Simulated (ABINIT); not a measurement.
# Quasiparticle gap of LiH (Fm-3m) in ABINIT, part 3 of 3

Aim: the G0W0 gap of LiH (Fm-3m) on PBE, step by step.

ABINIT 10.8.3; PBE and many-body steps on it, plane waves. Known limits of the many-body steps: not at the basis limit.

So far. Step 4 (Empty states on the mesh, 6×6×6 mesh, 37 bands): On this mesh the gap is 3.022 eV. Step 5 (Screening, 6×6×6 mesh, 29 bands, screening to 108.8 eV): Local fields lower ε∞ by 9 %.

The database entry behind the starting cell differs from later determinations by our own check (the deuteride, about 0.2 % short), so it need not match the best structure at ambient conditions.

**6. Self-energy, 6×6×6 mesh, 29 bands, screening to 108.8 eV**

The self-energy is evaluated for the states that the input lists, and the levels follow from it, in one-shot runs by the linearised quasiparticle equation.

This step: G0W0 on PBE, plane waves, norm-conserving pseudopotentials.

run.abi

```
acell 3*1.0 Angstrom
rprim 
  0.000000000000 2.036750000000 2.036750000000
  2.036750000000 -0.000000000000 2.036750000000
  2.036750000000 2.036750000000 -0.000000000000
ntypat 2
znucl 3 1
natom 2
typat 1 2
xred 
  0.000000000000 0.000000000000 0.000000000000
  0.500000000000 0.500000000000 0.500000000000
pp_dirpath "pseudos"
pseudos "Li.upf, H.upf"
ecut 33
ngkpt 6 6 6
nshiftk 1
shiftk 0 0 0
kptopt 1
chksymbreak 0
istwfk *1
occopt 1
irdwfk 1
optdriver 4
nband 29
gwcalctyp 0
ecutsigx 33
symsigma 1
nkptgw 2
kptgw 
  0.5000000000 0.5000000000 0.0000000000
  0.0000000000 0.0000000000 0.0000000000
bdgw 
  1 5
  1 6
ecuteps 4
irdscr 1
ppmodel 1
indata_prefix "in"
outdata_prefix "out"
tmpdata_prefix "tmp"
```

On the command line:

```
$ OMP_NUM_THREADS=1 mpirun -n 4 abinit run.abi > log
```

Numbers of over 12 decimals in the logs are rounded to 6 here.

Log:

```text
.Version 10.8.3 of ABINIT. v10.8.2 released Aug 2026.

 Symmetries : space group Fm -3 m (#225); Bravais cF (face-center cubic)
[... echo of the input left out ...]
== DATASET  1 ==================================================================
-   mpi_nproc: 4, omp_nthreads: 1 (-1 if OMP is not activated)

--- !DatasetInfo
iteration_state: {dtset: 1, }
dimensions: {natom: 2, nkpt: 16, mband: 29, nsppol: 1, nspinor: 1, nspden: 1, mpw: 1056, }
cutoff_energies: {ecut:  33.0, pawecutdg:  -1.0, }
electrons: {nelect:   4.00000000E+00, charge:   0.00000000E+00, occopt:   1.00000000E+00, tsmear:   1.00000000E-02, }

 SIGMA: Calculation of the GW corrections

 Based on a program developped by R.W. Godby, V. Olevano, G. Onida, and L. Reining.
 Incorporated in ABINIT by V. Olevano, G.-M. Rignanese, and M. Torrent.
.Using double precision arithmetic ; gwpc =  8

[... cell and pseudopotentials left out ...]
--------------------------------------------------------------------------------

 ==== K-mesh for the wavefunctions ====
 Number of points in the irreducible wedge :    16
[... list of points left out ...]
 Together with 48 symmetry operations and time-reversal symmetry
 yields   216 points in the full Brillouin Zone.

 ==== Q-mesh for screening function ====
 Number of points in the irreducible wedge :    16
[... list of points left out ...]
 Together with 48 symmetry operations and time-reversal symmetry
 yields   216 points in the full Brillouin Zone.

 vcoul_init : cutoff-mode = AUXILIARY_FUNCTION
 q-points for optical limit:   1
     1)      0.000010    0.000020    0.000030
 setmesh: FFT mesh size selected  =    30x   30x   30
          total number of points  =        27000

 Number of electrons calculated from density =    4.0000; Expected =    4.0000
 average of density, n =  0.035077
 r_s =    1.8951
 omega_plasma =   18.0662 [eV]

 === KS Band Gaps ===
  >>>> For spin  1
   Minimum direct gap =   3.0221 [eV], located at k-point      :   0.5000  0.5000  0.0000
   Fundamental gap    =   3.0221 [eV], Top of valence bands at :   0.5000  0.5000  0.0000
                                       Bottom of conduction at :   0.5000  0.5000  0.0000
 SIGMA fundamental parameters:
 PLASMON POLE MODEL  1
 number of plane-waves for SigmaX                 1037
 number of plane-waves for SigmaC and W             59
 number of plane-waves for wavefunctions          1037
 number of bands                                    29
 number of independent spin polarizations            1
 number of spinorial components                      1
 number of k-points in IBZ                          16
 number of q-points in IBZ                          16
 number of symmetry operations                      48
 number of k-points in BZ                          216
 number of q-points in BZ                          216
 number of frequencies for dSigma/dE                 9
 frequency step for dSigma/dE [eV]                0.25
 number of omega for Sigma on real axis              0
 max omega for Sigma on real axis  [eV]           0.00
 zcut for avoiding poles [eV]                     0.10

 EPSILON^-1 parameters (SCR file):
 dimension of the eps^-1 matrix on file             59
 dimension of the eps^-1 matrix used                59
 number of plane-waves for wavefunctions          1037
 number of bands                                    29
 number of q-points in IBZ                          16
 number of frequencies                               2
 number of real frequencies                          1
 number of imag frequencies                          1

 matrix elements of self-energy operator (all in [eV])

 Perturbative Calculation

--- !SelfEnergy_ee
iteration_state: {dtset: 1, }
kpoint     : [   0.500,    0.500,    0.000, ]
spin       : 1
KS_gap     :    3.022
QP_gap     :    4.827
Delta_QP_KS:    1.804
data: !SigmaeeData |
     Band     E0 <VxcDFT>   SigX SigC(E0)      Z dSigC/dE  Sig(E)    E-E0       E
        1 -44.599 -25.708 -39.768   5.166   0.774  -0.292 -32.591  -6.883 -51.481
        2  -0.348 -11.307 -14.604   1.732   0.772  -0.296 -12.515  -1.207  -1.555
        3   2.674  -7.646  -3.654  -3.255   0.810  -0.234  -7.049   0.597   3.271
        4  10.239  -8.235  -2.665  -4.393   0.778  -0.285  -7.319   0.916  11.155
        5  10.239  -8.235  -2.665  -4.393   0.778  -0.285  -7.319   0.916  11.155

--- !SelfEnergy_ee
iteration_state: {dtset: 1, }
kpoint     : [   0.000,    0.000,    0.000, ]
spin       : 1
KS_gap     :   20.729
QP_gap     :   22.973
Delta_QP_KS:    2.243
data: !SigmaeeData |
     Band     E0 <VxcDFT>   SigX SigC(E0)      Z dSigC/dE  Sig(E)    E-E0       E
        1 -44.649 -25.626 -39.706   5.176   0.781  -0.280 -32.584  -6.958 -51.607
        2  -5.602  -9.916 -15.613   3.532   0.713  -0.403 -11.459  -1.542  -7.144
        3  15.128 -11.719  -4.658  -5.998   0.660  -0.516 -11.017   0.701  15.829
        4  17.057  -8.963  -2.437  -5.275   0.695  -0.439  -8.094   0.869  17.926
        5  17.057  -8.963  -2.437  -5.275   0.695  -0.439  -8.094   0.869  17.926
        6  17.057  -8.963  -2.437  -5.275   0.695  -0.439  -8.094   0.869  17.926

== END DATASET(S) ==============================================================
================================================================================

 -outvars: echo values of variables after computation  --------
           etotal      0.0000000000E+00
            nband          29
             nkpt          16
          spgroup         225
 [... the other variables as echoed above ...]

 Calculation completed.
```

Wall time 2.1 s (4 MPI ranks of Arm Neoverse V1, shared host); peak memory 0.11 GiB.

This step gave:

```
G0W0 gap on the points computed              : 4.826 eV
starting gap on the mesh                     : 3.022 eV
k of the valence top                         : 0.5, 0.5, 0
k of the conduction bottom                   : 0.5, 0.5, 0
Z at the valence top                         : 0.772
Z at the conduction bottom                   : 0.81
least direct G0W0 gap on the computed points : 4.826 eV
```

The gap on the mesh goes from 3.02 eV to 4.83 eV, a correction of +1.80 eV.

Limits: finite bands, cutoff and mesh. v1 is the top filled band, c1 the lowest empty one. The levels before and after the correction (eV, zero at the valence-band top of each column):

|  | conduction bottom | valence top |
| --- | --- | --- |
| Kohn-Sham | 3.02 | 0.00 |
| G0W0 | 4.83 | 0.00 |

```
                       level  energy (eV)
Kohn-Sham     (0.5 0.5 0) v2      -44.251
Kohn-Sham     (0.5 0.5 0) v1        0.000
Kohn-Sham     (0.5 0.5 0) c1        3.022
Kohn-Sham  (0.5 0.5 0) c2-c3       10.588
     G0W0     (0.5 0.5 0) v2      -49.926
     G0W0     (0.5 0.5 0) v1        0.000
     G0W0     (0.5 0.5 0) c1        4.826
     G0W0  (0.5 0.5 0) c2-c3       12.710
```

**7. Where the time went**

Times are wall times on 4 MPI ranks of Arm Neoverse V1, shared host, good to a factor of about two.

```csv
step,time,share,memory (GiB)
ground state,2.8 s,16 %,0.07
bands along the symmetry lines,2.6 s,15 %,0.06
empty states on the mesh,6.5 s,38 %,0.52
screening,3.2 s,19 %,0.39
self-energy,2.1 s,12 %,0.11
```

**8. Summary of results**

| Quantity | Value |
| --- | --- |
| PBE gap | 3.02 eV, direct |
| G0W0 gap on the mesh | 4.83 eV |
| GW settings | 6×6×6 mesh, 29 bands, screening to 108.8 eV, Godby-Needs plasmon pole |
| known limits | not at the basis limit |

**Reading.** G0W0 moves the gap on the mesh from 3.02 eV to 4.83 eV (+1.80 eV), with Z of 0.77 and 0.81 at the edges. Local fields lower the RPA ε∞ on this mesh from 4.59 to 4.18. Only 2 of the mesh's irreducible points were corrected, so a valley elsewhere could overtake. The dearest step here is «empty states on the mesh». Bands and cutoff are finite, so the gap is not at the basis limit. The miss can reach some tenths of an eV and take either sign; the mesh is an error of its own. In the G0W0 run levels were corrected at 2 k points alone, so a gap called «on the mesh» is the least over those, and an edge elsewhere would be missed.

[Paths, hosts, dates, memory and timing lines, banners, echoed tables and standing remarks are left out of the program output.]

[Logs are printed without paths, hosts, clocks, repeated set-up lines and the standing remarks that a program may print on its own settings, such as how far it seeks lower states.]

[Runs of the session that timed out or met a known fault of the program may be left out.]

[Hosts, paths, dates, database ids (printed as entryN), source tags and the programs' standing remarks are cut or masked in the printed files.]

[G0W0 gaps are taken among the corrected bands and points alone; a level outside them can change the order at an edge.]

[Where Ansatz stands beside ABINIT at settings called matched, ABINIT's density can come from a denser mesh and the files from another edition; pairs whose starting gaps differed by over 0.03 eV were left out, so agreement reads better than it is.]
